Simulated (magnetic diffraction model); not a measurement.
## Which magnetic order? CoPbWCl₁₀

Space group C2/c (no. 15), a = 6.1500 Å, b = 16.6890 Å, c = 12.3980 Å, β = 99.68°.

| site | atom | x | y | z |
| --- | --- | --- | --- | --- |
| 4e | Pb | 0 | 0.2274 | 1/4 |
| 4e | W | 0 | 0.0672 | 1/4 |
| 4e | Co | 0 | 0.4459 | 1/4 |
| 8f | Cl | 0.6032 | 0.1602 | 0.6342 |
| 8f | Cl | 0.1329 | 0.0416 | 0.6458 |
| 8f | Cl | 0.8328 | 0.2629 | 0.8527 |
| 8f | Cl | 0.8520 | 0.4484 | 0.8636 |
| 8f | Cl | 0.6338 | 0.3550 | 0.6179 |

The compound is invented for this exercise: a known structure type with other elements, its cell scaled to their sizes and not relaxed.

Only Co is taken to order (form factors of Co2+); orders and moment sizes are assumed, and not adapted to the symmetry. Radiation: neutrons of λ = 2.41 Å, 3° to 35°; isotropic B of 0.23 Å² (Pb), 0.23 Å² (W), 0.44 Å² (Co) and 0.5 Å² (Cl). The intensities are simulated: I ∝ L Σ (|F_N|² + |F_M⊥|²) for unpolarised neutrons, with F_M = 2.695 fm/μB × Σ f(s) S exp(2πi Q·r) exp(−B s²) at Q = H ± k (one set where k and −k are equivalent), only the part normal to Q counting and L = 1/(sin²θ cos θ). For collinear order S is the moment m, which repeats by lattice and centring translations R with the sign exp(−2πi k·R). Form factors are spin-only for 3d ions and dipole or tabulated for f ions, scattering lengths are Sears's of 1992, and absorption is left out. A label names one of the reflections at its angle. The strongest nuclear line in the range is 100, and lines under 0.2 are left out.

Above the ordering temperature:

```tsv
2θ (°)	index	I
16.61	(0 2 0)	3.0
20.14	(0 2 1)	17.4
22.75	(0 0 2)	100.0
24.42	(1 1 0)	2.9
25.27	(1 1 -1)	46.7
28.30	(0 2 2)	1.4
28.61	(1 1 1)	31.8
30.78	(1 1 -2)	1.2
33.57	(0 4 0)	7.4
34.19	(1 3 0)	2.1
34.83	(1 3 -1)	1.9
```

Below it (cell unchanged):

```tsv
2θ (°)	I
12.14	19.3
16.61	3.0
16.91	7.6
19.28	1.2
20.14	17.4
21.45	1.1
22.75	100.0
23.78	2.1
24.07	0.6
24.42	2.9
25.27	46.7
25.55	1.9
26.85	0.8
27.25	1.7
27.54	1.1
28.30	1.4
28.61	31.8
30.02	0.9
30.78	1.2
31.51	0.3
31.73	0.5
32.90	1.8
33.57	7.4
34.19	2.1
34.26	1.6
34.50	0.5
34.83	1.9
34.95	1.9
```

**Question.** Check that the new lines index with k = (1/2 1/2 1), then choose among these models:
A. collinear moments along [001], 2.75 μB on Co; signs + at (0, 0.4459, 1/4), + at (1/2, 0.0541, 3/4)
B. collinear moments along [001], 2.75 μB on Co; signs + at (0, 0.4459, 1/4), − at (1/2, 0.0541, 3/4)
C. collinear moments along [111], 2.75 μB on Co; signs + at (0, 0.4459, 1/4), + at (1/2, 0.0541, 3/4)
D. collinear moments along [111], 2.75 μB on Co; signs + at (0, 0.4459, 1/4), − at (1/2, 0.0541, 3/4)

The new lines index as (1/2 1/2 0) at 12.14°, (1/2 -3/2 0) at 16.91°, (-1/2 3/2 1) at 19.28° and (1/2 -3/2 1) at 21.45°, that is as H ± k with k = (1/2 1/2 1), one of 2 inequivalent arms of its star (k and −k counted as one), which a powder can't tell apart. Half indices mean that the moments reverse under translations with k·R a half-integer, and the magnetic cell has twice the primitive volume.

Magnetic intensity, observed (below minus above) and for each model:

| 2θ (°) | index | observed | A | B | C | D |
| --- | --- | --- | --- | --- | --- | --- |
| 12.14 | (1/2 1/2 0) | 19.3 | 19.3 | 0.6 | 13.7 | 0.4 |
| 15.25 | (1/2 1/2 -1) | <0.2 | <0.2 | 5.6 | 0.4 | 12.1 |
| 16.91 | (1/2 -3/2 0) | 7.6 | 7.6 | 2.4 | 6.5 | 2.0 |
| 17.90 | (1/2 1/2 1) | <0.2 | <0.2 | 5.3 | <0.2 | 4.0 |
| 19.28 | (-1/2 3/2 1) | 1.2 | 1.2 | 3.8 | 1.0 | 3.1 |
| 21.45 | (1/2 -3/2 1) | 1.1 | 1.1 | 3.3 | 1.4 | 4.6 |
| 23.78 | (1/2 5/2 0) | 2.1 | 2.1 | 2.7 | 0.7 | 0.8 |
| 24.07 | (1/2 1/2 -2) | 0.6 | 0.6 | <0.2 | 4.2 | <0.2 |

Model A matches.

The structure used: k = (1/2 1/2 1), collinear moments along [001], 2.75 μB on Co; signs + at (0, 0.4459, 1/4), + at (1/2, 0.0541, 3/4).

[Logs are printed without paths, hosts, clocks, repeated set-up lines and the standing remarks that a program may print on its own settings, such as how far it seeks lower states.]
